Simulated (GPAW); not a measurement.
# Work function of 1T-PbBrI monolayer at several levels

How far do functional and basis move the work function of 1T-PbBrI monolayer? Where a layer proves gapped, the work function hangs on where the smearing puts the Fermi level, and the band edges take its place.

Method: GPAW, PAW setups; layer in a repeated cell with vacuum, relaxation of atoms and in-plane cell, in the first sound run; inputs show where later runs differ, in GPAW 26.7.0.

Report form: the programs' logs are mostly left out.

## (1) Set-up

The cell holds 3 atoms: 1 I, 1 Pb and 1 Br. Its edges and angles: a = 4.142 Å, b = 4.142 Å, c = 16.488 Å, α = 90.0°, β = 90.0°, γ = 120.0°. Vacuum lies along c.

## (2) Relaxing the atoms

Forces are removed first; all later runs use this geometry.

run.py

```python
import json
import numpy as np
from ase import Atoms
from ase.filters import FrechetCellFilter
from ase.optimize import BFGS
from gpaw import GPAW, PW

slab = Atoms(
    ['I', 'Pb', 'Br'],
    positions=[
        [2.07121, 1.19581, 7.00000],
        [0.00000, 0.00000, 8.45028],
        [-0.00000, 2.39163, 9.48786]],
    cell=[[4.14242, 0.0, 0.0], [-2.07121, 3.58744, 0.0], [0.0, 0.0, 16.4879]],
    pbc=[True, True, True])

slab.calc = GPAW(mode=PW(600), xc='PBE', kpts={'size': (9, 9, 1), 'gamma': True},
                 occupations={'name': 'fermi-dirac', 'width': 0.05}, nbands='200%',
                 convergence={'density': 1e-05}, maxiter=200,
                 symmetry={'tolerance': 1e-3}, txt='slab.txt')
result = {}
# The in-plane cell is free; stress needs a cell that repeats along all three vectors
path = []
opt = BFGS(FrechetCellFilter(slab, mask=[1, 1, 0, 0, 0, 1]), maxstep=0.2)
opt.attach(lambda: path.append((slab.get_potential_energy(), slab.positions.tolist(), slab.get_forces().tolist())))
result['relaxed'] = bool(opt.run(fmax=0.02, steps=45))
result['path'] = path
result['cell'] = slab.cell.tolist()
print('in-plane lattice', slab.cell.cellpar().round(4)[[0, 1, 5]])
energy = slab.get_potential_energy()
fermi = slab.calc.get_fermi_level()
v = slab.calc.get_electrostatic_potential().mean((0, 1)) - fermi
n = slab.calc.get_pseudo_density().mean((0, 1))
L = slab.cell[2, 2]
z = np.arange(len(v)) * L / len(v)
low, high = slab.positions[:, 2].min(), slab.positions[:, 2].max()
below, above = np.interp([low - 4.8, high + 4.8], z, v)
slopes = [np.interp(x, z, np.gradient(v, z)) for x in (low - 4.8, high + 4.8)]
eps = np.array([[slab.calc.get_eigenvalues(k, s) for k in range(len(slab.calc.get_ibz_k_points()))]
                for s in range(slab.calc.get_number_of_spins())]) - fermi
top, bottom = eps[eps < 0].max(), eps[eps > 0].min()
dipole = slab.get_dipole_moment()[2]
print(f'energy {energy:.4f} eV, Fermi level {fermi:.4f} eV, dipole {dipole:.5f} e A')
print(f'potential 4.8 A off the faces, from the Fermi level: lower {below:.4f} eV, upper {above:.4f} eV')
print(f'slope of the potential there: lower {slopes[0]:.5f}, upper {slopes[1]:.5f} eV/A')
print(f'nearest levels on the mesh: {top:.4f} and {bottom:.4f} eV')
print('magnetic moment', round(slab.get_magnetic_moment(), 3))
result.update(energy=energy, fermi=fermi, dipole=dipole, below=below, above=above, slopes=slopes, edges=[top, bottom],
              z=z.tolist(), v=v.tolist(), n=n.tolist(), positions=slab.positions.tolist(),
              forces=slab.get_forces(apply_constraint=False).tolist(), moments=slab.get_magnetic_moments().tolist())
json.dump(result, open('result.json', 'w'))
```

The run is started by

```console
OMP_NUM_THREADS=1 OPENBLAS_NUM_THREADS=1 python run.py
```

It took 17 min on 1 thread of Arm Neoverse V1, shared host; peak memory 0.48 GiB.

Numbers from this step:

* dipole along the normal: -0.03245 e·Å
* levels nearest the Fermi level on the mesh: -1.558, 1.133 eV from the Fermi level

Table of electrostatic potential energy of an electron (without an applied field's), less the Fermi level, planar mean by z:

```csv
z (Å),"electrostatic potential energy of an electron (without an applied field's), less the Fermi level, planar mean (eV)"
0.0,5.19
0.5,5.18
1.0,5.17
1.5,5.16
2.0,5.15
2.5,5.14
3.0,5.13
3.5,5.12
4.0,5.09
4.5,4.99
5.0,4.57
5.5,2.81
6.0,-3.49
6.5,-11.2
7.0,-4.70
7.5,-1.10
8.0,-6.46
8.5,-11.3
9.0,-4.18
9.5,-3.00
10.0,-7.36
10.5,-1.01
11.0,3.83
11.5,4.99
12.0,5.22
12.5,5.26
13.0,5.26
13.5,5.25
14.0,5.24
14.5,5.23
15.0,5.22
15.5,5.21
16.0,5.20
```

Pseudo valence density, planar mean against z:

```csv
z (Å),"pseudo valence density, planar mean (e/Å³)"
3,6.7e-5
4,0.00134
5,0.0257
6,0.213
7,0.237
8,0.394
9,0.321
10,0.223
11,0.0769
12,0.00351
13,1.6e-4
14,7.1e-6
```

The relaxation lowered the energy of the cell by 3.55 eV (energies extrapolated to zero smearing; the optimiser's log prints free energies). The largest force left on a free atom is 0.0085 eV/Å.

## (3) The slab's potential

With the geometry fixed, the planar mean of the potential gives the vacuum level on each side.

This step: GPAW, PAW setups; slab in vacuum (GPAW 26.7.0).

The cell differs from the one that the last finished run ended in (c 16.488 → 17.520 Å).

Changes to run.py since step 2:

```diff
@@ -3,4 +3,2 @@
 from ase import Atoms
-from ase.filters import FrechetCellFilter
-from ase.optimize import BFGS
 from gpaw import GPAW, PW
@@ -10,21 +8,14 @@
     positions=[
-        [2.07121, 1.19581, 7.00000],
-        [0.00000, 0.00000, 8.45028],
-        [-0.00000, 2.39163, 9.48786]],
-    cell=[[4.14242, 0.0, 0.0], [-2.07121, 3.58744, 0.0], [0.0, 0.0, 16.4879]],
-    pbc=[True, True, True])
+        [2.28556, 1.31957, 7.00000],
+        [-0.00000, 0.00000, 8.92237],
+        [-0.00000, 2.63914, 10.51957]],
+    cell=[[4.57112, -0.0, 0.0], [-2.28556, 3.95871, 0.0], [0.0, 0.0, 17.5196]],
+    pbc=[True, True, False])
 
-slab.calc = GPAW(mode=PW(600), xc='PBE', kpts={'size': (9, 9, 1), 'gamma': True},
+slab.calc = GPAW(mode=PW(400), xc='PBE', kpts={'size': (9, 9, 1), 'gamma': True},
                  occupations={'name': 'fermi-dirac', 'width': 0.05}, nbands='200%',
                  convergence={'density': 1e-05}, maxiter=200,
+                 poissonsolver={'dipolelayer': 'xy'},
                  symmetry={'tolerance': 1e-3}, txt='slab.txt')
 result = {}
-# The in-plane cell is free; stress needs a cell that repeats along all three vectors
-path = []
-opt = BFGS(FrechetCellFilter(slab, mask=[1, 1, 0, 0, 0, 1]), maxstep=0.2)
-opt.attach(lambda: path.append((slab.get_potential_energy(), slab.positions.tolist(), slab.get_forces().tolist())))
-result['relaxed'] = bool(opt.run(fmax=0.02, steps=45))
-result['path'] = path
-result['cell'] = slab.cell.tolist()
-print('in-plane lattice', slab.cell.cellpar().round(4)[[0, 1, 5]])
 energy = slab.get_potential_energy()
```

Elapsed: 41 s, on 1 thread; peak memory 0.24 GiB.

This step gave:

- dipole along the normal: -0.02231 e·Å
- levels nearest the Fermi level on the mesh: -1.706, 0.9866 eV from the Fermi level
- upper work function: 5.162 eV
- lower work function: 4.937 eV
- upper ionisation energy: 6.868 eV

The electrostatic potential energy of an electron (without an applied field's), less the Fermi level, planar mean by z:

```csv
z (Å),"electrostatic potential energy of an electron (without an applied field's), less the Fermi level, planar mean (eV)"
0,5.05
1,4.94
2,4.94
3,4.94
4,4.93
5,4.82
6,2.64
7,-11.3
8,-1.22
9,-11.4
10,-3.16
11,-1.17
12,4.86
13,5.15
14,5.16
15,5.16
16,5.16
17,5.16
```

Table of pseudo valence density, planar mean by z:

```csv
z (Å),"pseudo valence density, planar mean (e/Å³)"
3,1.5e-5
4,3.1e-4
5,0.00594
6,0.0996
7,0.120
8,0.206
9,0.666
10,0.266
11,0.209
12,0.0177
13,7.3e-4
14,3.3e-5
```

The layer is gapped, so the Fermi level lies somewhere inside the gap, set by smearing and numerics, and these work functions are no property of the material; the band edges below the vacuum level are. The potential is flat to 9.7e-5 eV/Å where it is read, so the vacuum is wide enough.

## (4) Self-consistent run: xc = "vdW-DF2"

The same geometry under vdW-DF2, to see how far the functional moves the levels against the vacuum (the van der Waals functionals take revPBE setups).

Changes to run.py since step 3:

```diff
@@ -14,3 +14,3 @@
 
-slab.calc = GPAW(mode=PW(400), xc='PBE', kpts={'size': (9, 9, 1), 'gamma': True},
+slab.calc = GPAW(mode=PW(400), xc='vdW-DF2', kpts={'size': (9, 9, 1), 'gamma': True},
                  occupations={'name': 'fermi-dirac', 'width': 0.05}, nbands='200%',
```

It took 54 s on 1 thread; peak memory 0.48 GiB.

Numbers from this step:

| Item | Value |
| --- | --- |
| dipole along the normal | -0.02171 e·Å |
| levels nearest the Fermi level on the mesh | -1.648, 0.9504 eV from the Fermi level |
| upper work function | 5.530 eV |
| lower work function | 5.311 eV |
| upper ionisation energy | 7.178 eV |

Table of electrostatic potential energy of an electron (without an applied field's), less the Fermi level, planar mean by z:

```csv
z (Å),"electrostatic potential energy of an electron (without an applied field's), less the Fermi level, planar mean (eV)"
0,5.42
1,5.31
2,5.31
3,5.31
4,5.30
5,5.17
6,2.87
7,-11.2
8,-1.27
9,-11.5
10,-3.12
11,-0.976
12,5.18
13,5.51
14,5.53
15,5.53
16,5.53
17,5.53
```

Pseudo valence density, planar mean against z:

```csv
z (Å),"pseudo valence density, planar mean (e/Å³)"
3,2.2e-5
4,3.8e-4
5,0.00657
6,0.0996
7,0.120
8,0.205
9,0.666
10,0.266
11,0.209
12,0.0185
13,8.6e-4
14,4.3e-5
```

Force by atom:

```csv
atom,x (eV/Å),y (eV/Å),z (eV/Å),size
I1,0.000,0.000,-0.465,0.465
Pb2,0.000,0.000,0.092,0.092
Br3,0.000,0.000,0.407,0.407
```

The highest filled level lies 1.65 eV under the Fermi level, so the ionisation energy from the upper face is 5.530 + 1.65 = 7.178 eV, against 6.868 eV in the base run.

## (5) Self-consistent run: xc = "RPBE"

The same geometry under RPBE, to see how far the functional moves the levels against the vacuum.

Changes to run.py since step 4:

```diff
@@ -14,3 +14,3 @@
 
-slab.calc = GPAW(mode=PW(400), xc='vdW-DF2', kpts={'size': (9, 9, 1), 'gamma': True},
+slab.calc = GPAW(mode=PW(400), xc='RPBE', kpts={'size': (9, 9, 1), 'gamma': True},
                  occupations={'name': 'fermi-dirac', 'width': 0.05}, nbands='200%',
```

Wall time 43 s (1 thread); peak memory 0.24 GiB.

This step gave:

```
dipole along the normal                    : -0.02129 e·Å
levels nearest the Fermi level on the mesh : -1.793, 1.025 eV from the Fermi level
upper work function                        : 4.998 eV
lower work function                        : 4.784 eV
upper ionisation energy                    : 6.792 eV
```

The highest filled level lies 1.79 eV under the Fermi level, so the ionisation energy from the upper face is 4.998 + 1.79 = 6.792 eV, against 6.868 eV in the base run.

## (6) Self-consistent run: xc = "revPBE"

The same geometry under revPBE, to see how far the functional moves the levels against the vacuum.

Changes to run.py since step 5:

```diff
@@ -14,3 +14,3 @@
 
-slab.calc = GPAW(mode=PW(400), xc='RPBE', kpts={'size': (9, 9, 1), 'gamma': True},
+slab.calc = GPAW(mode=PW(400), xc='revPBE', kpts={'size': (9, 9, 1), 'gamma': True},
                  occupations={'name': 'fermi-dirac', 'width': 0.05}, nbands='200%',
```

Elapsed: 42 s, on 1 thread; peak memory 0.25 GiB.

This step gave:

| Item | Value |
| --- | --- |
| dipole along the normal | -0.02138 e·Å |
| levels nearest the Fermi level on the mesh | -1.782, 1.013 eV from the Fermi level |
| upper work function | 5.004 eV |
| lower work function | 4.788 eV |
| upper ionisation energy | 6.786 eV |

The electrostatic potential energy of an electron (without an applied field's), less the Fermi level, planar mean by z:

```csv
z (Å),"electrostatic potential energy of an electron (without an applied field's), less the Fermi level, planar mean (eV)"
0.0,4.90
0.5,4.79
1.0,4.79
1.5,4.79
2.0,4.79
2.5,4.79
3.0,4.79
3.5,4.79
4.0,4.78
4.5,4.76
5.0,4.67
5.5,4.27
6.0,2.50
6.5,-3.75
7.0,-11.4
7.5,-5.03
8.0,-1.38
8.5,-6.78
9.0,-11.6
9.5,-4.52
10.0,-3.33
10.5,-7.70
11.0,-1.33
11.5,3.53
12.0,4.70
12.5,4.94
13.0,4.99
13.5,5.00
14.0,5.00
14.5,5.00
15.0,5.00
15.5,5.00
16.0,5.00
16.5,5.00
17.0,5.00
```

The highest filled level lies 1.78 eV under the Fermi level, so the ionisation energy from the upper face is 5.004 + 1.78 = 6.786 eV, against 6.868 eV in the base run.

## (7) OptPBE vdW: xc = "optPBE-vdW"

The same geometry under optPBE-vdW, to see how far the functional moves the levels against the vacuum (the van der Waals functionals take revPBE setups).

Changes to run.py since step 6:

```diff
@@ -14,3 +14,3 @@
 
-slab.calc = GPAW(mode=PW(400), xc='revPBE', kpts={'size': (9, 9, 1), 'gamma': True},
+slab.calc = GPAW(mode=PW(400), xc='optPBE-vdW', kpts={'size': (9, 9, 1), 'gamma': True},
                  occupations={'name': 'fermi-dirac', 'width': 0.05}, nbands='200%',
```

Elapsed: 55 s, on 1 thread; peak memory 0.48 GiB.

This step gave:

```yaml
dipole_along_the_normal: -0.02148 e·Å
levels_nearest_the_fermi_level_on_the_mesh: -1.767, 0.9535 eV from the Fermi level
upper_work_function: 5.290 eV
lower_work_function: 5.074 eV
upper_ionisation_energy: 7.057 eV
```

The electrostatic potential energy of an electron (without an applied field's), less the Fermi level, planar mean by z:

z (Å), electrostatic potential energy of an electron (without an applied field's), less the Fermi level, planar mean (eV) and a bar from the least value:
```
      0.0        5.2 ##############################
      0.5        5.1 ##############################
      1.0        5.1 ##############################
      1.5        5.1 ##############################
      2.0        5.1 ##############################
      2.5        5.1 ##############################
      3.0        5.1 ##############################
      3.5        5.1 ##############################
      4.0        5.1 ##############################
      4.5        5.0 ##############################
      5.0        4.9 #############################
      5.5        4.5 #############################
      6.0        2.7 #########################
      6.5       -3.6 ##############
      7.0      -11.3 
      7.5       -4.9 ############
      8.0       -1.3 ##################
      8.5       -6.7 #########
      9.0      -11.5 
      9.5       -4.4 #############
     10.0       -3.2 ###############
     10.5       -7.5 #######
     11.0       -1.1 ###################
     11.5        3.7 ###########################
     12.0        5.0 #############################
     12.5        5.2 ##############################
     13.0        5.3 ##############################
     13.5        5.3 ##############################
     14.0        5.3 ##############################
     14.5        5.3 ##############################
     15.0        5.3 ##############################
     15.5        5.3 ##############################
     16.0        5.3 ##############################
     16.5        5.3 ##############################
     17.0        5.3 ##############################
```

The highest filled level lies 1.77 eV under the Fermi level, so the ionisation energy from the upper face is 5.290 + 1.77 = 7.057 eV, against 6.868 eV in the base run.

## (8) Self-consistent run: xc = "LDA"

The same geometry under LDA, to see how far the functional moves the levels against the vacuum.

Changes to run.py since step 7:

```diff
@@ -14,3 +14,3 @@
 
-slab.calc = GPAW(mode=PW(400), xc='optPBE-vdW', kpts={'size': (9, 9, 1), 'gamma': True},
+slab.calc = GPAW(mode=PW(400), xc='LDA', kpts={'size': (9, 9, 1), 'gamma': True},
                  occupations={'name': 'fermi-dirac', 'width': 0.05}, nbands='200%',
```

Elapsed: 39 s, on 1 thread; peak memory 0.23 GiB.

Numbers from this step:

```
dipole along the normal                    : -0.02407 e·Å
levels nearest the Fermi level on the mesh : -1.546, 0.9658 eV from the Fermi level
upper work function                        : 5.556 eV
lower work function                        : 5.314 eV
upper ionisation energy                    : 7.102 eV
```

The highest filled level lies 1.55 eV under the Fermi level, so the ionisation energy from the upper face is 5.556 + 1.55 = 7.102 eV, against 6.868 eV in the base run.

## (9) Real-space grid: mode = "fd"

A real-space grid is a second complete basis, so it checks the plane-wave result.

Changes to run.py since step 8:

```diff
@@ -3,3 +3,3 @@
 from ase import Atoms
-from gpaw import GPAW, PW
+from gpaw import GPAW
 
@@ -14,3 +14,3 @@
 
-slab.calc = GPAW(mode=PW(400), xc='LDA', kpts={'size': (9, 9, 1), 'gamma': True},
+slab.calc = GPAW(mode='fd', h=0.18, xc='PBE', kpts={'size': (9, 9, 1), 'gamma': True},
                  occupations={'name': 'fermi-dirac', 'width': 0.05}, nbands='200%',
```

Run time: 1.8 min. Hardware: 1 thread; peak memory 0.52 GiB.

This step gave:

| Item | Value |
| --- | --- |
| dipole along the normal | -0.02245 e·Å |
| levels nearest the Fermi level on the mesh | -1.691, 1.001 eV from the Fermi level |
| upper work function | 5.175 eV |
| lower work function | 4.951 eV |
| upper ionisation energy | 6.867 eV |

The highest filled level lies 1.69 eV under the Fermi level, so the ionisation energy from the upper face is 5.175 + 1.69 = 6.867 eV, against 6.868 eV in the base run.

[end of part 1 of 2]

[Logs are printed without paths, hosts, clocks, repeated set-up lines and the standing remarks that a program may print on its own settings, such as how far it seeks lower states.]

[Hosts, paths, dates, database ids (printed as entryN), source tags and the programs' standing remarks are cut or masked in the printed files.]
